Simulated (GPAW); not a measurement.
# Near-edge structure at the P K edge of PNO (Cc), part 3 of 3

What does one-electron theory with a core hole give for the P K edge of PNO (Cc)?

GPAW 26.7.0; X-ray absorption from dipole matrix elements to empty bands, plane-wave PAW LDA.

So far. Step 5 (Spectrum with FCH, P atom 1): The hole costs E(hole) − E(ground) = 2147.05 eV, and the lowest empty level of the hole cell on the spectrum's mesh lies at 6.88 eV, which puts the zero at 2153.94 eV. One term is added: -15.84 eV, since the hole is spin-paired here and a spin-polarised one costs that much less in the free atom (computed apart). The photon energy is then 2138.10 eV.

### 7. Spectrum with FCH, P atom 1

A test of how far the result depends on this setting.

Changed against the first core-hole run: broadening from Gaussian full width 0.9 eV up to 4 eV, rising linearly to 3.5 eV at 25 eV to Gaussian full width 0.5 eV up to 4 eV, rising linearly to 1.5 eV at 25 eV.

File xas.py:

```python
import numpy as np
from ase import Atoms
from ase.parallel import parprint, paropen
from gpaw import GPAW, PW, FermiDirac, Mixer, MixerDif, setup_paths
from gpaw.test import gen
setup_paths.insert(0, '.')
gen('P', name='fch1s', xcname='LDA', corehole=(1, 0, 1), write_xml=True)
from gpaw.mpi import world
world.barrier()

atoms = Atoms('P8O8N8',
    cell=[[0, 6.57222676, 0],
     [-0.49890079, 0, -6.97773191],
     [-6.30655411, -3.28611338, 3.48886595]],
    scaled_positions=[[0.17018695, 0.56022265, 0.62027822],
     [0.92018695, 0.81022265, 0.12027821],
     [0.67018695, 0.06022265, 0.62027822],
     [0.42018695, 0.31022265, 0.12027821],
     [0.57509127, 0.43522265, 0.87027822],
     [0.32509127, 0.68522265, 0.37027822],
     [0.07509127, 0.93522265, 0.87027822],
     [0.82509127, 0.18522265, 0.37027822],
     [0.34957277, 0.53351684, 0.81683346],
     [0.09957277, 0.78351684, 0.31683345],
     [0.84957277, 0.03351684, 0.81683346],
     [0.59957277, 0.28351684, 0.31683345],
     [0.34226068, 0.65851684, 0.56683346],
     [0.09226068, 0.90851684, 0.06683345],
     [0.84226068, 0.15851684, 0.56683346],
     [0.59226068, 0.40851684, 0.06683345],
     [0.02410422, 0.71876051, 0.68788833],
     [0.77410422, 0.96876051, 0.18788833],
     [0.52410422, 0.21876051, 0.68788833],
     [0.27410422, 0.46876051, 0.18788833],
     [0.78878411, 0.59376051, 0.93788833],
     [0.53878411, 0.84376051, 0.43788833],
     [0.28878411, 0.09376051, 0.93788833],
     [0.03878411, 0.34376051, 0.43788833]],
    pbc=True)
atoms.calc = calc = GPAW(legacy_gpaw=True, mode=PW(500), xc='LDA', setups={0: 'fch1s'},
    kpts={'size': (2, 2, 2), 'gamma': True}, occupations=FermiDirac(0.02),
    charge=0, mixer=Mixer(0.1, 5, 50), maxiter=150,
    convergence={'density': 0.0001}, txt='scf.txt')
energy = atoms.get_potential_energy() + calc.get_reference_energy()
ef = calc.get_fermi_level()
out = dict(energy=energy, fermi=ef, forces=atoms.get_forces().tolist())
parprint(f'all-electron energy {energy:.4f} eV, Fermi level {ef:.4f} eV')
ev = np.array([[calc.get_eigenvalues(k, s) for k in range(len(calc.get_ibz_k_points()))] for s in range(calc.get_number_of_spins())])
out['homo'], out['lumo'], out['counts'] = ev[ev < ef].max(), ev[ev > ef].min(), sorted(set((ev < ef).sum((0, 2)).tolist()))
out['filled'] = (ev[:, 0] < ef).sum(1).tolist()

from ase.units import Ha
from gpaw.xas import dipole_matrix_elements
nb = int(calc.get_number_of_electrons() / 2) + 181
top, nb = nb, nb + 8 + nb // 12
nscf = calc.fixed_density(kpts={'size': (3, 3, 3), 'gamma': True}, nbands=nb,
    convergence={'bands': top, 'eigenstates': 1e-5}, maxiter=60, txt='nscf.txt')
cell = atoms.cell.array
ops = [cell.T @ U.T @ np.linalg.inv(cell.T) for U in nscf.wfs.kd.symmetry.op_scc]
filled = [64]  # bands filled in the ground state, by spin
E = np.arange(-6, 34, 0.1)
fwhm = np.interp(E, [4, 25], [0.5, 1.5])
Y, X, zero, highest = 0, 0, 1e9, 1e9
for spin in range(nscf.get_number_of_spins()):
    wfs = nscf.wfs
    A = dipole_matrix_elements(wfs.setups[0])
    eps = np.zeros((wfs.kd.nibzkpts, nb))
    d = np.zeros((3, A.shape[1], wfs.kd.nibzkpts, nb), complex)
    for kpt in wfs.kpt_u:
        if kpt.s == spin and 0 in kpt.P_ani:
            eps[kpt.k] = kpt.eps_n * Ha
            d[:, :, kpt.k] = (kpt.weight * wfs.nspins / 2) ** 0.5 * np.inner(A, kpt.P_ani[0])
    world.sum(eps)
    world.sum(d)
    T = np.einsum('amkn,bmkn->abkn', d, d.conj()).real
    T = sum(np.einsum('ai,ijkn,bj->abkn', R, T, R) for R in ops) / len(ops)
    empty = np.ones_like(eps, bool) & (np.arange(nb) >= filled[spin])
    zero, highest = min(zero, eps[empty].min()), min(highest, eps[:, top - 1].min())
    lines = [(eps, T, empty)] if spin == 0 else lines + [(eps, T, empty)]
for eps, T, empty in lines:
    f = np.einsum('aakn->akn', T).reshape(3, -1)
    x = eps.ravel() - zero
    w = np.interp(x, E, fwhm) / 2.35482
    g = np.exp(-0.5 * ((E[:, None] - x) / w) ** 2) / (w * (2 * np.pi) ** 0.5)
    Y = Y + (f * empty.ravel()) @ g.T
    X = X + (f * ~empty.ravel()) @ g.T
out.update(E=E.round(2).tolist(), xas=Y.tolist(), xes=X.tolist(), zero=zero, valid=highest - zero, nk=len(eps), nb=nb)
for i in range(0, len(E), 10):
    parprint(f'{E[i]:7.2f}', *(f'{v:10.3e}' for v in Y[:, i]))
import json
with paropen('out.json', 'w') as f:
    json.dump(out, f)
```

Run with:

```
> OMP_NUM_THREADS=1 mpirun -n 4 gpaw python xas.py
```

Numbers of over 12 decimals in the logs are rounded to 6 here.

Log:

```text
Input parameters:
  convergence: {density: 0.0001}
  kpts: {gamma: True,
         size: (2, 2, 2)}
  maxiter: 150
  mixer: {backend: pulay,
          beta: 0.1,
          method: separate,
          nmaxold: 5,
          weight: 50}
  mode: {ecut: 500.0,
         name: pw}
  occupations: {fixmagmom: False,
                name: fermi-dirac,
                width: 0.02}
  setups: {0: fch1s}

Initialize ...

[...]
*p    :     0.374316
*d    :     0.000000
--------------------------------

Diagonalizing with gridspacing h=0.050

state   all-electron     PAW
-------------------------------
3s:      -0.984498    -0.984928
3p:      -0.625684    -0.626173
*d:                   -0.152187
*f:                   -0.017358
-------------------------------
all-electron energy -100212.6749 eV, Fermi level 3.6835 eV
[...]
32.00  1.905e-06  1.748e-06  2.543e-06
  33.00  2.129e-06  1.731e-06  2.540e-06
[key lines of the parts left out:]
Converged after 17 iterations.
Dipole moment: (-0.614543, -21.405731, 0.073137) |e|*Ang
Free energy:   -199.129521
Fermi level: 3.68348
```

The job ended after 5.5 min (4 MPI ranks of Arm Neoverse V2, shared host; peak memory 0.69 GiB; 22 min of CPU time).

```
E (eV)  first run  this run
  -2.0       0.00      0.00
  -1.0       0.05      0.00
   0.0       3.87      5.10
   1.0       2.62      2.41
   2.0       1.80      1.52
   3.0       0.88      0.76
   4.0       0.80      0.83
   5.0       0.63      0.57
   6.0       0.78      0.78
   7.0       0.76      0.76
   8.0       0.72      0.76
   9.0       0.57      0.51
  10.0       0.56      0.55
  11.0       0.57      0.60
  12.0       0.54      0.50
  13.0       0.60      0.47
  14.0       0.78      0.85
  15.0       0.91      0.90
  16.0       0.94      0.99
  17.0       0.92      0.82
  18.0       0.93      0.95
  19.0       0.93      0.92
  20.0       0.91      0.89
  21.0       0.85      0.93
  22.0       0.73      0.77
  23.0       0.58      0.55
  24.0       0.44      0.41
  25.0       0.35      0.31
  26.0       0.31      0.29
  27.0       0.30      0.29
  28.0       0.31      0.31
  29.0       0.32      0.30
  30.0       0.33      0.33
```

The scaled spectrum changes by 29 % r.m.s. The highest intensity below 16 eV goes from 0.2 eV (4.46) to 0.2 eV (6.93).

The photon energy of the zero moves by +0.00 eV.

### 8. What the core hole does

Both curves are counted from their own zero, so only the shift of weight within the empty states shows.

| E (eV) | no hole | FCH |
| --- | --- | --- |
| -2.0 | 0.00 | 0.00 |
| -1.0 | 0.00 | 0.05 |
| 0.0 | 0.33 | 3.87 |
| 1.0 | 1.57 | 2.62 |
| 2.0 | 1.42 | 1.80 |
| 3.0 | 1.74 | 0.88 |
| 4.0 | 1.14 | 0.80 |
| 5.0 | 1.14 | 0.63 |
| 6.0 | 1.10 | 0.78 |
| 7.0 | 1.35 | 0.76 |
| 8.0 | 0.99 | 0.72 |
| 9.0 | 0.74 | 0.57 |
| 10.0 | 0.70 | 0.56 |
| 11.0 | 0.63 | 0.57 |
| 12.0 | 0.56 | 0.54 |
| 13.0 | 0.65 | 0.60 |
| 14.0 | 0.81 | 0.78 |
| 15.0 | 0.91 | 0.91 |
| 16.0 | 0.94 | 0.94 |
| 17.0 | 0.91 | 0.92 |
| 18.0 | 0.93 | 0.93 |
| 19.0 | 0.97 | 0.93 |
| 20.0 | 1.04 | 0.91 |
| 21.0 | 1.13 | 0.85 |
| 22.0 | 1.18 | 0.73 |
| 23.0 | 1.13 | 0.58 |
| 24.0 | 0.98 | 0.44 |
| 25.0 | 0.80 | 0.35 |
| 26.0 | 0.67 | 0.31 |
| 27.0 | 0.61 | 0.30 |
| 28.0 | 0.58 | 0.31 |
| 29.0 | 0.54 | 0.32 |

With each curve scaled to its own mean, the area from −2 to 6 eV with the hole is 10.9 against 7.9, and the centre of weight from −1 to 20 eV moves by -1.5 eV: the hole pulls the absorber's empty states down.

### 9. Results

```yaml
absorber_and_edge: P K, atom 1 of the ground-state input (counted from 1)
surroundings: 2 N at 1.55 Å and 2 O at 1.60 Å (tetrahedral, site symmetry 1)
highest_intensity_below_16_ev: 0.2 eV above the zero, height 4.46
photon_energy_of_the_zero_with_the_added_terms: 2138.1 eV (raw 2153.9 eV; LDA puts this hole about 8 eV below PBE, itself good to a few eV)
```

**Reading.** The P K edge of atom 1, with 2 N at 1.55 Å and 2 O at 1.60 Å (tetrahedral, site symmetry 1), has its highest intensity of the first 16 eV at 0.2 eV above the zero, near 2138 eV in photon energy (LDA puts this hole about 8 eV below PBE, itself good to a few eV), 4.5 times the mean level of the first 20 eV (Gaussian full width 0.9 eV up to 4 eV, rising linearly to 3.5 eV at 25 eV). With each curve scaled to its own mean, the area from −2 to 6 eV with the hole is 10.9 against 7.9, and the centre of weight from −1 to 20 eV moves by -1.5 eV: the hole pulls the absorber's empty states down. The neutral-cell energy with a spin-polarised hole lies +0.3 eV from the charged-cell zero, a gap made of the charged-cell error and of where the added electron settles. Changing the broadening from Gaussian full width 0.9 eV up to 4 eV, rising linearly to 3.5 eV at 25 eV to Gaussian full width 0.5 eV up to 4 eV, rising linearly to 1.5 eV at 25 eV alters the shape by 29 % r.m.s., so the choice matters here. At the P K edge of atom 1 polarisation matters most near 1.0 eV, where the curves differ by 4.3 on this scale. The mesh is coarse (0.36 Å⁻¹ between points), so small maxima may be mesh ripples. Lifetime broadening is put in by hand, and intensities beyond about 20 eV depend on it and on the partial waves; weight that the partial waves miss at high energy is lost. The structure is a computed Materials Project entry and may be a hypothetical form.

[Banner, clock and machine lines of the logs are left out without a mark of their own.]

[Logs are printed without paths, hosts, clocks, repeated set-up lines and the standing remarks that a program may print on its own settings, such as how far it seeks lower states.]

[Hosts, paths, dates, database ids (printed as entryN), source tags and the programs' standing remarks are cut or masked in the printed files.]

[Lists of maxima count a maximum above −3 eV only where it reaches 4 % of the highest in the window and stands out from its surroundings by 2 % of it (1.5 % where it reaches 55 %); shoulders and weaker maxima are passed over, and of the rest the first, up to two pre-edge ones and the few strongest are named.]
